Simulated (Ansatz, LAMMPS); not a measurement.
# Localised basis functions on glassy 67P2O5-33MgO (mol %) (80 atoms), part 2 of 2

Wanted: errors and times of a linear-scaling basis for glassy 67P2O5-33MgO (mol %) (80 atoms). A setting counts as converged where the r.m.s. difference of forces stays under 1 % of the r.m.s. force.

Ansatz 0.2.0; Kohn-Sham DFT, PBE, PAW (set soft_2), plane waves.

The cell: 20 P, 5 Mg and 55 O. The quench rate of 25 K/ps is orders of magnitude faster than experiment. The network of bonds at the start is that of the classical potential that made the cell. The Brillouin zone is sampled at Γ only, in a cell whose shortest periodic width is 10 Å.

So far. Step 4 (Support functions low): Forces differ from the reference by 0.86 meV/Å r.m.s., 0.054 % of their size, well within a tolerance of 1 %; the energy by -5.5 meV/atom. It took roughly 6.4 times the reference's time (one timing each, with unlike analyses asked), in 13 cycles against 10.

### 5. Support functions medium

The cell is solved in localised support functions. Besides, the program derives a nominal cutoff of 464 eV for this run, against the reference's 420.

This step: Kohn-Sham DFT, PBE, PAW (set soft_2), localised support functions (medium) (Ansatz 0.2.0).

The input, input.yaml:

```yaml
crystal:
  lattice:
    - [10.137, 0.0, 0.0]
    - [0.0, 10.137, 0.0]
    - [0.0, 0.0, 10.137]
  atoms:
    [... the 80 atom lines of step 3 ...]
kpoints:
  mp_grid: { grid: [1, 1, 1] }
hamiltonian:
  xc: pbe
scf:
  occupations: { method: fixed }
  eigensolver: { kind: { support_functions: { accuracy: medium } } }
  max_iter: 150
output:
  forces: true
  eigenvalues: true
```

On the command line:

```console
$ ansatz run input.yaml --threads 4 --pin off --max-ram 8192MiB --backend cpu --events-out ev --progress --plain --runs-dir out
```

The program printed:

```text
[...]
Warning: basis.ecutwfc = 464 eV, auto-derived: no grid that the accuracy of the support functions lays serves the files at the lower one that their records recommend; a deck with other species or settings can derive another value
[...]
Crystal: 80 atoms, lattice volume = 1041.666 Å³
Basis set: ecut = 464 eV, 23583 PW (Γ), exchange–correlation on 150×150×150 points (8 copies of the dense FFT grid, shifted against one another)
Bands: 288, of which v1, the nominal top of the filled ones, is band 240 counted from 1 (239 counted from 0)
Symmetry: 1 space group operations
k-points: 1
[...]
SCF iter   1: F=—  HF=-55919.112871 eV  |F-HF|=—  |Δ(HF+E_count)|=         —  Δρ=1.24e-1  dr2=1.69e2  ethr=1.00e-1
[...]
SCF iter  13: F=—  HF=-55958.045135 eV  |F-HF|=—  |Δ(HF+E_count)|=   1.58e-3  Δρ=1.76e-5  dr2=4.66e-6  ethr=3.96e-9  κ⁻¹=2.0e-5(r=7)
SCF iter  14: F=-55958.046438 eV  HF=-55958.046438 eV  |F-HF|=9.99e-8  |Δ(HF+E_count)|=   1.30e-3  Δρ=6.71e-6  dr2=8.13e-7  ethr=9.71e-10
SCF 1 converged in 14 iterations: F = -55958.065666 eV  dr2 = 8.13e-7
[...]
SCF converged after 14 iterations
[...]
Free energy (F): -55958.065666 eV
[...]
Internal energy: -55958.065666 eV  (E = F + TS)
E sigma→0 (E₀):  -55958.065666 eV
Fermi energy:    4.573614 eV
[...]
Σ components = -55958.065666   (vs F -55958.065666, Δ=0.00e0)
--- Forces (eV/Å), atoms counted from 1 ---
  atom   1  P      4.22981159     2.66544490    -1.52463986
  atom   2  P      3.82914506     4.61436765    -1.98451516
  atom   3  P     -5.11835148     0.05997243    -1.80285534
  atom   4  P     -3.87055970     0.55828201     0.66363101
[...]
atom  80  O      1.73317500    -0.11245976     2.39833102
  max |Σ_I F_I| component: 2.56e-3 eV/Å
--- Band table (eV) ---
[...]
```

Elapsed: 2 min, on 4 threads of Arm Neoverse V1, shared host; peak memory 3.4 GiB; 7.6 min of CPU time.

Keys that differ from the reference: support_functions.accuracy = "medium" and scf.max_iter = 150.

Forces differ from the reference by 0.80 meV/Å r.m.s., 0.051 % of their size, well within a tolerance of 1 %; the energy by -5.5 meV/atom. It took roughly 7.1 times the reference's time (one timing each, with unlike analyses asked), in 14 cycles against 10.

### 6. Support functions medium, radius 3.08 Å

The radius confines each support function; a larger one gives more freedom and more work per atom.

input.yaml, the sections that differ from step 5:

```yaml
scf:
  occupations: { method: fixed }
  eigensolver: { kind: { support_functions: { accuracy: medium, radius: 3.08 } } }
  max_iter: 150
# crystal, kpoints, hamiltonian, output: as in step 5
```

The program printed:

```text
Warning: scf.eigensolver.kind.support_functions: disabling space-group detection — the functions' gradient is summed over unrotated k-points, so no spatial operation reduces the k-mesh or symmetrises the density; time reversal is kept, so that k and −k are solved as one point where they differ and the mesh holds both, and exact exchange and, on two spinor components, a DFT+U term hold to it where the run has them: [...]
Warning: basis.ecutwfc = 464 eV, auto-derived: no grid that the accuracy of the support functions lays serves the files at the lower one that their records recommend; a deck with other species or settings can derive another value
settings of this run that can trade accuracy for cost: scf.eigensolver.kind.support_functions [...]
Engine: ansatz 0.2.0, aarch64-unknown-linux-gnu
Pseudopotentials: kind: paw
Pseudopotential: P, paw, valence charge 5, recommended cutoff 420 eV (normal), P.paw.azcp
Pseudopotential: Mg, paw, valence charge 10, recommended cutoff 420 eV (normal), Mg.paw.azcp
Pseudopotential: O, paw, valence charge 6, recommended cutoff 420 eV (normal), O.paw.azcp
[... 5 lines on functional and potentials left out ...]
Error: SCF: the radius of support functions is under 3.45 Å, the least for these sites at the functions' level (scf.eigensolver.kind.support_functions.accuracy). Use scf.eigensolver.kind: auto, or type scf.eigensolver.kind.support_functions.radius at least as long, [...]
```

It took 4.4 s on 4 threads; peak memory 0.26 GiB.

The program refuses radii under 3.45 Å for these atoms at this level.

### 7. What each setting buys

Differences are against the plane-wave reference (Kohn-Sham DFT, PBE, PAW (set soft_2), plane waves), whose r.m.s. force component is 1.59 eV/Å. Energies are set beside the reference only for runs with its functional, potentials and electron count. Times are for 4 threads of Arm Neoverse V1, shared host. The reference's time includes the DOS, the stress and grids, which some other runs skip.

```csv
run,"Δ force, r.m.s. (meV/Å)",share of r.m.s. force (%),Δ energy (meV/atom),Δ gap (eV),cycles,time,host memory (GiB)
reference,-,-,-,-,10,16 s,1.2
support functions low,0.861,0.0543,-5.50,-2.0e-4,13,1.8 min,3.3
support functions medium,0.802,0.0505,-5.50,0,14,2 min,3.4
```

### 8. The reference in detail

The comparisons rest on this run, so its electronic structure is set out here.

Neighbours are counted within 2.11 Å (O-P), 2.52 Å (O-Mg).

Length of the force by element and coordination:

```csv
element,coordination,atoms,mean length of the force (eV/Å),spread,least,most
Mg,all,5,1.88,0.701,1.01,2.93
O,all,55,1.95,1.13,0.349,5.40
O,1,7,1.62,0.467,0.979,2.37
O,2,46,1.97,1.21,0.349,5.40
O,3,2,2.68,0.162,2.52,2.84
P,all,20,3.69,1.27,1.73,6.32
P,4,16,3.91,1.22,1.73,6.32
P,5,3,3.15,0.971,2.01,4.38
P,6,1,1.73,0,1.73,1.73
```

Density of states as counts of states in windows of 1 eV (from the Fermi level), total and the larger projections:

```csv
from (eV),to (eV),total,O p,P p,O s
-18,-17,6.5,0.3,1.1,4.9
-17,-16,1.6,0.8,0.2,0.3
-16,-15,3.2,1.8,0.4,0.4
-15,-14,5.3,3.1,0.7,0.7
-14,-13,6.4,4.0,1.0,0.6
-13,-12,11.2,7.3,2.3,0.7
-12,-11,10.4,7.0,2.3,0.5
-11,-10,8.0,5.2,2.1,0.3
-10,-9,9.2,6.2,1.7,0.7
-9,-8,10.5,7.6,1.2,1.0
-8,-7,27.8,22.0,2.5,2.1
-7,-6,34.3,28.6,2.2,2.1
-6,-5,38.9,33.8,1.9,1.8
-5,-4,36.3,32.1,1.6,1.4
-4,-3,45.2,41.3,1.6,1.0
-3,-2,34.0,32.0,0.9,0.3
-2,-1,33.6,31.9,0.8,0.3
-1,0,13.6,13.0,0.2,0.1
0,1,0.6,0.6,0.0,0.0
1,2,2.0,0.2,0.2,0.5
2,3,4.3,0.7,0.6,0.8
3,4,7.1,1.0,1.5,1.1
4,5,15.2,1.8,4.2,2.1
```

With fixed occupations the program's Fermi level is the highest filled level; weight inside the gap is the broadening of levels at its edges.

Between -26 and -18 eV lie 103 more states.

The levels nearest the highest filled one (over half full), pooled over k-points and spins:

```csv
level less the highest filled one (eV),occupation
-0.722,2
-0.671,2
-0.508,2
-0.297,2
-0.222,2
0,2
1.53,0
2.41,0
2.91,0
3.10,0
3.42,0
3.74,0
```

Valence density in the ab plane at fractional z = 0.060, with atoms of P and Mg and O within 0.2 Å of it. It is the smooth field of the valence electrons, not physical close to the nuclei.

Ten steps, logarithmic in the rise over the least value, from '0' (0 e/Å³) to '9' (21 e/Å³), each cell a mean:
```
0000000112332100000001222100
0000000124664200111000111000
0000001125775200111001110000
0000111113553100010012221000
0000111101221000000124542000
0000011000000000000135653100
0000000000000000000124442100
1011211000000000000012221001
0013543100000000000001111000
0025775200000122100001232000
0025664200001345310013553100
0013443100002577520013554100
0001222100002466520013443100
0001123210001244210112232211
1001245420000011000122023443
3101356521000000001122235676
3101245321000000001222234676
1000122222100000001121112443
1000000022100000000000001111
6510000000000111000000000014
9830000000000111000000000027
8720000000000010000001121116
2100000000000000000001333111
0000000000100000000002343100
```
Columns run along a (10.1 Å), rows up along b (10.1 Å). Atoms in or near the plane, at fractional coordinates: P at (0.80, 0.38), Mg at (0.01, 0.13), O at (0.17, 0.58), O at (0.53, 0.50), O at (0.38, 0.89), O at (0.93, 0.32).

Electrostatic potential energy in the ab plane at fractional z = 0.060, with atoms of P and Mg and O within 0.2 Å of it. With pseudopotentials it is smooth inside the atoms' cores, unlike the true potential.

Ten even steps from '0' (-40 eV) to '9' (11 eV), each cell a mean:
```
9999998877778999999999999999
9999998774015899999999999999
9999998873003899999999999999
9999999887337899999998889999
9999999999889999999995368999
9999999999999999999983038999
9998899999999999999986468999
9988889999999999999998778999
9987448999999999999998888999
9984004999999999999999889999
9984005899999855899998437999
9998557899999510499997226999
9998777899999611599986347899
9998888899999977999851004799
9999853699999999999740001457
8999821488999999999850001002
8999964677789999999876455102
8899998765678999999988888657
7778888754678999999999999987
1267888776789999999999999873
0047888888889999999999999850
0157899988999999999999999862
5678999999999999999999878986
8889999888899999999999868998
```
Columns run along a (10.1 Å; values clipped at the 3rd and 97th percentile), rows up along b (10.1 Å). Atoms in or near the plane, at fractional coordinates: P at (0.80, 0.38), Mg at (0.01, 0.13), O at (0.17, 0.58), O at (0.53, 0.50), O at (0.38, 0.89), O at (0.93, 0.32).

### 9. Structure statistics

These statistics describe the geometry on which the runs were made.

Density 2.58 g/cm³, 13.02 Å³ an atom.

g(r), total and by pair (bins of 0.2 Å):

```csv
r (Å),total,O-O,O-P,O-Mg,P-P,P-Mg,Mg-Mg
1.40,0.66,0.00,1.91,0.00,0.00,0.00,0.00
1.60,3.51,0.00,10.19,0.00,0.00,0.00,0.00
1.80,0.36,0.00,0.95,0.43,0.00,0.00,0.00
2.00,0.28,0.00,0.00,3.28,0.00,0.00,0.00
2.20,0.37,0.27,0.00,2.86,0.00,0.00,0.00
2.40,1.51,3.14,0.00,0.28,0.00,0.00,0.00
2.60,1.21,2.56,0.00,0.00,0.00,0.00,0.00
2.80,0.35,0.56,0.15,0.41,0.00,0.00,0.00
3.00,0.91,1.11,0.41,0.50,2.90,0.44,0.00
3.20,0.91,0.86,0.63,0.43,2.68,2.74,0.00
3.40,0.72,0.64,0.59,0.40,0.75,3.17,8.65
3.60,1.00,0.66,1.59,1.05,0.15,1.31,0.00
3.80,1.29,0.94,1.98,1.15,0.70,0.57,0.00
4.00,1.19,0.53,2.12,1.23,1.15,0.77,2.00
4.20,1.04,0.99,1.15,1.61,0.35,0.48,0.00
4.40,0.93,1.02,0.68,1.31,1.19,0.64,1.66
4.60,1.14,1.27,0.75,1.78,1.55,0.59,1.62
4.80,1.17,1.32,0.92,1.25,1.34,1.44,0.00
5.00,1.08,1.31,0.84,0.36,1.58,1.18,0.00
```

Bonds by pair of elements; cutoffs follow the first minimum of g(r), held within bounds set by covalent radii, and pairs that aren't listed don't count as bonded:

```csv
pair A-B,cutoff (Å),bonds,mean length (Å),spread (Å),shortest (Å),B about A,A about B
O-P,2.11,85,1.57,0.082,1.46,1.54,4.25
O-Mg,2.52,20,2.11,0.11,1.90,0.364,4
```

How many atoms have how many bonded neighbours:

```csv
element,mean,1,2,3,4,5,6
Mg,4,0,0,0,5,0,0
O,1.91,7,46,2,0,0,0
P,4.25,0,0,0,16,3,1
```

Oxygen atoms by the number of network formers (Si, P, Ge, B, Al, As, Ga) bound to them:

```csv
network formers bound to O,O atoms,per cent
0,0,0
1,25,45.5
2,30,54.5
```

Network units: each former by its oxygen neighbours and how many of them bridge to another former:

```csv
former,O neighbours,bridging O,atoms
P,4,2,6
P,4,3,9
P,4,4,1
P,5,3,2
P,5,5,1
P,6,6,1
```

Rings of the network by King's shortest-path rule, up to 12 atoms, one path for each pair of neighbours; H, halogens, alkali and alkaline-earth atoms are left out:

```csv
ring size (atoms),rings,per network atom
10,3,0.04
12,1,0.013
```

First main peaks of g(r), for some of the pairs, lie near 2.5 Å (O-O), 1.6 Å (O-P), 2.1 Å (O-Mg), 3.1 Å (P-P) and 3.4 Å (P-Mg). Counting bonds as in the table, all Mg atoms have 4, 84 % of O atoms have 2 and 80 % of P atoms have 4 bonded neighbours. 54 % of the oxygens bridge two formers and 46 % are non-bridging. The commonest P unit has 4 oxygens, 3 of them shared with other formers (9 of 20 atoms). Rings of 10 atoms are the most common (75 % of those counted); sizes run from 10 to 12, where the search stops.

A closer look about P20, which has 6 bonded neighbours where the commonest count for P is 4: 13 atoms, nearest first, numbered in the order of the input, with positions taken from that point.

```csv
atom,x,y,z,distance (Å),bonds,Fx,Fy,Fz (eV/Å)
P20,0.00,0.00,0.00,0.00,6,0.55,1.63,-0.19
O56,-1.59,-0.20,0.16,1.61,2,2.02,2.46,0.81
O36,-0.18,0.71,-1.50,1.67,2,0.25,-2.28,0.34
O62,1.67,-0.09,0.02,1.68,2,-0.30,0.90,-1.65
O26,0.14,1.63,0.63,1.75,2,-0.55,0.68,0.18
O45,0.05,-1.72,-0.63,1.83,2,-0.16,0.31,-0.02
O34,0.18,-0.54,1.75,1.83,2,0.14,-0.94,0.49
P17,-2.84,-1.10,0.22,3.06,4,-3.11,-0.93,-2.20
P10,-0.18,2.02,-2.42,3.16,5,0.74,0.27,-1.85
P14,3.22,-0.21,0.19,3.23,4,-1.29,-2.40,2.49
P12,0.28,3.02,1.34,3.31,4,-1.03,-2.71,0.30
P16,0.20,-0.57,3.27,3.33,4,-2.58,1.20,-3.34
P6,-0.09,-3.16,-1.09,3.34,4,-0.55,0.70,1.93
```

### 10. Outcome

| Quantity | Value |
| --- | --- |
| free energy per atom | -699.4703 eV/atom |
| pressure | 0.3647 GPa |
| r.m.s. force component | 1.588 eV/Å |
| gap (highest filled to lowest empty level) | 1.534 eV |
| wall time of the 3 DFT runs | 4 min |

What this shows: Against plane waves at 420 eV, the forces differ by 0.80 meV/Å (0.051 %) with support functions medium. At 80 atoms the fastest of the runs at a preset level, support functions low, takes roughly 6.4 times the time of plane waves (whose run also made extra analyses), in 13 SCF cycles against 10. Differences between support functions and plane waves include what basis error the plane-wave run still has.

The highest filled and lowest empty levels differ by 1.53 eV (at Γ alone); a semilocal functional tends to put such gaps too low. In a disordered cell it changes from sample to sample, and tail or defect levels can set it. Counting bonds as in the table, all Mg atoms have 4, 84 % of O atoms have 2 and 80 % of P atoms have 4 bonded neighbours. 54 % of the oxygens bridge two formers and 46 % are non-bridging.

What to keep in mind: The force components of 1.6 eV/Å r.m.s. hold both thermal displacement and the mismatch between the potential that made the cell and DFT. The stress is far from hydrostatic: its diagonal is 3.5, -1.2, -1.2 GPa, compression counted positive. The pressure of a single frame lacks the kinetic term.

[Long decimals in the printed logs are rounded to 6 places.]

[Logs are printed without paths, hosts, clocks, repeated set-up lines and the standing remarks that a program may print on its own settings, such as how far it seeks lower states.]

[Hosts, paths, dates, database ids (printed as entryN), source tags and the programs' standing remarks are cut or masked in the printed files.]
